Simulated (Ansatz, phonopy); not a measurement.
# Quasi-harmonic thermodynamics of K (Im-3m), part 2 of 2

How much does K expand with temperature?

Experimental results on record:
- heat capacity C_P per formula unit 29.4 J/mol/K near room temperature (given in “High-Throughput Prediction of Finite-Temperature Properties using the Quasi-Harmonic Approximation”, 2016, arXiv:1603.06924)

Ansatz 0.2.0; DFT LDA, scalar-relativistic, plane waves, PAW (the session's first sound run).

So far, isothermal bulk modulus at 298 K (GPa): step 6 (the quasi-harmonic study, functional LDA, q-mesh 2×2×2) 3.35; step 8 (q-mesh 4×4×4) 3.38.

The database entry behind the starting cell lists a temperature near 5 K, so it need not match the best structure at ambient conditions.

### Step 10. Relaxing at another setting

The functional, the potentials or the cutoff change, so the crystal is relaxed again at the new setting.

This step: DFT PBE, scalar-relativistic, plane waves, PAW (Ansatz 0.2.0).

File input.yaml:

```yaml
crystal:
  lattice:
    - [-2.5220370413, 2.5220370413, 2.5220370413]
    - [2.5220370413, -2.5220370413, 2.5220370413]
    - [2.5220370413, 2.5220370413, -2.5220370413]
  atoms:
    - { symbol: K, position: [0.0, 0.0, 0.0] }
kpoints:
  mp_grid: { grid: [12, 12, 12] }
hamiltonian:
  xc: pbe
scf:
  occupations: { method: methfessel_paxton, width: 0.2 }
output:
  forces: true
  stress: true
  eigenvalues: true
relax:
  adjacent_minimum: "off"
  f_tol: 0.001
  max_steps: 60
  cell: { stress_tol: 0.01 }
```

Run with:

```
$ ansatz run input.yaml --threads 4 --pin off --max-ram 16384MiB --backend cpu --events-out ev --progress --plain --runs-dir out
```

It took 2.4 s on 4 threads of Intel Xeon Platinum 8488C (Sapphire Rapids), shared host; peak memory 0.43 GiB; 8.3 s of CPU time.

Relaxation path:

```tsv
step	energy less that of the first step (eV)	largest force component (eV/Å)	pressure (GPa)	volume (Å³)
1	0.0000	0.0000	0.65	64.17
2	-0.0045	0.0000	0.54	65.37
3	-0.0170	0.0000	0.07	72.31
4	-0.0173	0.0000	0.01	73.51
5	-0.0173	0.0000	0.00	73.67
6*	-0.0173	0.0000	0.00	73.67
```

Relaxation steps marked * repeat the geometry before them on a plane-wave basis chosen anew for their cell, so energy and pressure can jump there.

```tsv
conventional cell, symmetrised	before	after	change
a (Å)	5.044	5.282	+4.7 %
b (Å)	5.044	5.282	+4.7 %
c (Å)	5.044	5.282	+4.7 %
volume (Å³/atom)	64.17	73.67	+14.8 %
```

Final coordinates:

```xyz
1
Lattice="-2.6409 2.6409 2.6409 2.6409 -2.6409 2.6409 2.6409 2.6409 -2.6409" Properties=species:S:1:pos:R:3 pbc="T T T"
K     0.0000    0.0000    0.0000
```

Numbers from this step:

```
pressure        : 0.003257 GPa
volume per atom : 73.67 Å³
```

The residual pressure is 0.0033 GPa, small enough for phonons.

### Step 11. The quasi-harmonic study, q-mesh 4×4×4

input.yaml, the sections that differ from step 10:

```yaml
crystal:
  lattice:
    - [-2.6408654038, 2.6408654038, 2.6408654038]
    - [2.6408654038, -2.6408654038, 2.6408654038]
    - [2.6408654038, 2.6408654038, -2.6408654038]
  atoms:
    - { symbol: K, position: [0.0, 0.0, 0.0] }
output:
  eigenvalues: true
phonons:
  method: dfpt
  qmesh: [4, 4, 4]
  temperatures: { t_max: 300.0, t_step: 25 }
  thermal_expansion: {}
# kpoints, hamiltonian, scf: as in step 10
# relax: removed
```

Run time: 12 min. Hardware: 4 threads; peak memory 3.1 GiB; 45 min of CPU time.

Strained cells of the study; zero-point energy where phonons were solved; the pressures are stresses at a fixed cutoff and can carry an offset from the finite basis. Expansion cells, by row:

```tsv
cell	|a| (Å)	|b| (Å)	|c| (Å)	V (Å³/atom)	E - E_lowest (meV/atom)	pressure, compression positive (GPa)	gap (eV)	zero-point energy (meV/atom)
1	4.574	4.574	4.574	73.67	0.001	0.003	-	-
2	4.611	4.611	4.611	75.45	0.431	-0.079	-	-
3	4.538	4.538	4.538	71.93	0.516	0.093	-	-
4	4.576	4.576	4.576	73.75	0	-0.001	-	9.301
5	4.599	4.599	4.599	74.86	0.187	-0.053	-	9.12
6	4.632	4.632	4.632	76.48	1.078	-0.123	-	8.86
7	4.66	4.66	4.66	77.88	2.392	-0.177	-	8.64
8	4.688	4.688	4.688	79.31	4.201	-0.228	-	8.421
9	4.716	4.716	4.716	80.77	6.488	-0.275	-	8.202
10	4.53	4.53	4.53	71.58	0.745	0.113	-	-
11	4.553	4.553	4.553	72.66	0.182	0.054	-	-
12	4.754	4.754	4.754	82.72	10.2	-0.332	-	-
```

Changing the level of theory (LDA → PBE) takes the volume expansion at 298 K from 250 to 282 × 10⁻⁶/K and B_T from 3.38 to 2.63 GPa.

### Step 12. Comparing the runs

Times are for 4 threads of Intel Xeon Platinum 8488C (Sapphire Rapids), shared host. Results by setting:

```tsv
no.	functional	cutoff (eV)	k-mesh	q-mesh	method	pressure (GPa)	volume expansion coefficient at 298 K (1e-6/K)	C_P at 298 K (J/mol-atom/K)	isothermal bulk modulus at 298 K (GPa)	time	memory (GiB)
1	lda	487.2	12×12×12	2×2×2	dfpt	0	254.3	28.00	3.355	2 min	1.1
2	lda	487.2	12×12×12	4×4×4	dfpt	0	249.5	27.92	3.380	8.3 min	2.7
3	pbe	487.2	12×12×12	4×4×4	dfpt	0	282.0	28.36	2.625	12 min	3.1
```

The runs together, line volume. Expansion coefficient, volume against temperature; values in 1e-6/K:

```tsv
temperature (K)	lda, 487.2, 12×12×12, 2×2×2, dfpt, 0	lda, 487.2, 12×12×12, 4×4×4, dfpt, 0	pbe, 487.2, 12×12×12, 4×4×4, dfpt, 0
0	0	0	0
25	93.0	91.7	109
50	157	155	175
75	180	178	198
100	192	190	211
125	201	199	220
150	208	206	229
175	215	213	236
200	223	219	245
225	230	226	253
250	238	234	262
275	246	242	272
298	254	250	282
300	255	250	283
```

The runs together, line C_P. The heat capacity, C_P by temperature; values in J/mol-atom/K:

```tsv
temperature (K)	lda, 487.2, 12×12×12, 2×2×2, dfpt, 0	lda, 487.2, 12×12×12, 4×4×4, dfpt, 0	pbe, 487.2, 12×12×12, 4×4×4, dfpt, 0
0	0	0	0
25	12.5	12.5	13.5
50	20.6	20.6	21.2
75	23.2	23.2	23.6
100	24.4	24.4	24.7
125	25.1	25.1	25.4
150	25.7	25.6	25.9
175	26.1	26.1	26.3
200	26.5	26.4	26.7
225	26.9	26.8	27.1
250	27.2	27.2	27.5
275	27.6	27.6	27.9
298	28.0	27.9	28.4
300	28.0	28.0	28.4
```

### Step 13. Free-energy fit

This step: DFT PBE, scalar-relativistic, plane waves, PAW (phonopy 4.10.0).

The energy (each curve on its own zero) by volume; values in meV/atom:

```tsv
volume (Å³/atom)	static	F at 0 K	F at 300 K
73.75	0	0.54	4.71
74.86	0.19	0.55	3.38
76.48	1.08	1.18	2.05
77.88	2.39	2.28	1.43
79.31	4.2	3.86	1.26
80.77	6.49	5.93	1.51
```

### Step 14. Summary of results

- settings of these figures: PBE, 487.2 eV, k 12×12×12, q 4×4×4
- volume expansion coefficient at 298 K: 282.0 1e-6/K
- C_P at 298 K: 28.36 J/mol-atom/K
- entropy at 298 K: 65.47 J/mol-atom/K
- isothermal bulk modulus at 298 K: 2.625 GPa
- Grüneisen parameter at 298 K: 1.389
- volume at 298 K: 79.14 Å³/atom
- principal linear expansion coefficients at 298 K: 93.99, 93.99, 93.99 1e-6/K

In words: Near room temperature K expands by 282 × 10⁻⁶/K in volume by PBE, with C_P = 28.4 J/(mol K) per mole of atoms and B_T = 2.63 GPa. C_P at room temperature is 114 % of the classical 3R an atom; C_V is 102 %, and the rest is expansion work. In this metal the study includes the electrons' free energy, which adds a term that grows with temperature, so the heat capacities need not level off at 3R. A measured heat capacity per formula unit near room temperature is 29.4 J/mol/K (arXiv:1603.06924); the calculated 28.4 J/mol/K differs by -4 %. The levels of theory differ by up to 32.5 × 10⁻⁶/K in the volume expansion at 298 K.

[Logs are printed without paths, hosts, clocks, repeated set-up lines and the standing remarks that a program may print on its own settings, such as how far it seeks lower states.]

[Hosts, paths, dates, database ids (printed as entryN), source tags and the programs' standing remarks are cut or masked in the printed files.]

[A step with changed settings may run another functional than the one named; its input shows which.]
